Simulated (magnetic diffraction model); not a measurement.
# Solving a magnetic structure from powder neutron data: Cd6CoAgO8

Space group P4/mmm (no. 123), a = 4.6720 Å, c = 9.8010 Å.

| site | atom | x | y | z |
| --- | --- | --- | --- | --- |
| 4i | Cd | 1/2 | 0 | 0.7487 |
| 1d | Cd | 1/2 | 1/2 | 1/2 |
| 1c | Cd | 1/2 | 1/2 | 0 |
| 1a | Ag | 0 | 0 | 0 |
| 1b | Co | 0 | 0 | 1/2 |
| 2e | O | 1/2 | 0 | 1/2 |
| 2f | O | 1/2 | 0 | 0 |
| 2h | O | 1/2 | 1/2 | 0.7471 |
| 2g | O | 0 | 0 | 0.7357 |

This is a made-up structure (elements placed in a structure type, unrelaxed), so the numbers test the method and describe no known phase.

Only Co is taken to order (form factors of Co3+); orders and moment sizes are assumed, and not adapted to the symmetry. Radiation: neutrons of λ = 2.36 Å (absorption by Cd left out), 3° to 80°; isotropic B of 0.58 Å² (Cd), 0.64 Å² (Ag), 0.74 Å² (Co) and 0.88 Å² (O). The intensities are simulated: I ∝ L Σ (|F_N|² + |F_M⊥|²) for unpolarised neutrons, with F_M = 2.695 fm/μB × Σ f(s) S exp(2πi Q·r) exp(−B s²) at Q = H ± k (one set where k and −k are equivalent), only the part normal to Q counting and L = 1/(sin²θ cos θ). For collinear order S is the moment m, which repeats by lattice and centring translations R with the sign exp(−2πi k·R). Form factors are spin-only for 3d ions and dipole or tabulated for f ions, scattering lengths are Sears's of 1992, and absorption is left out. A label names one of the reflections at its angle. The strongest nuclear line in the range is 100, and lines under 0.2 are left out.

Above the ordering temperature:

| 2θ (°) | index | I |
| --- | --- | --- |
| 13.83 | (0 0 1) | 0.5 |
| 32.50 | (1 0 1) | 0.6 |
| 42.35 | (0 0 3) | 0.8 |
| 44.29 | (1 1 1) | 0.3 |
| 51.03 | (1 1 2) | 2.6 |
| 52.30 | (1 0 3) | 1.3 |
| 57.58 | (0 0 4) | 53.5 |
| 60.68 | (2 0 0) | 100.0 |
| 61.06 | (1 1 3) | 1.2 |
| 70.54 | (2 1 1) | 0.3 |
| 76.78 | (2 0 3) | 1.2 |

Below it (cell unchanged):

```
2θ (°)      I
 13.83    0.5
 29.26    3.4
 32.50    4.8
 40.85    1.7
 41.85    1.5
 42.35    0.8
 44.29    2.5
 51.03    3.7
 52.30    1.8
 57.58   53.5
 60.68  100.5
 61.06    1.8
 62.57    1.0
 65.89    0.3
 68.06    0.7
 68.77    0.8
 70.54    1.6
 73.68    0.3
 75.75    1.0
 76.78    1.5
```

**Question.** Find the propagation vector, then choose among these models:
A. collinear moments along [101], 3.2 μB on Co
B. collinear moments along [001], 3.2 μB on Co
C. collinear moments along [111], 3.2 μB on Co

No line moves, and magnetic intensity falls on nuclear lines such as the one at 32.50°; new lines at (2 0 2) and (2 1 0) have whole indices that obey the lattice centring, at places with no nuclear intensity to speak of, so the magnetic cell equals the chemical primitive cell: k = 0.

Magnetic intensity, observed (below minus above) and for each model:

| 2θ (°) | index | observed | A | B | C |
| --- | --- | --- | --- | --- | --- |
| 13.83 | (0 0 1) | <0.2 | 1.5 | <0.2 | 2.6 |
| 27.87 | (0 0 2) | <0.2 | 0.3 | <0.2 | 0.6 |
| 29.26 | (1 0 0) | 3.3 | 3.0 | 3.3 | 2.8 |
| 32.50 | (1 0 1) | 4.3 | 4.0 | 4.3 | 3.9 |
| 40.85 | (1 0 2) | 1.6 | 1.7 | 1.6 | 1.8 |
| 41.85 | (1 1 0) | 1.4 | 1.3 | 1.4 | 1.2 |
| 44.29 | (1 1 1) | 2.2 | 2.1 | 2.2 | 2.0 |
| 52.30 | (1 0 3) | 0.5 | 0.7 | 0.5 | 0.8 |

Model B matches.

The structure used: k = (0 0 0), collinear moments along [001], 3.2 μB on Co.

[Logs are printed without paths, hosts, clocks, repeated set-up lines and the standing remarks that a program may print on its own settings, such as how far it seeks lower states.]
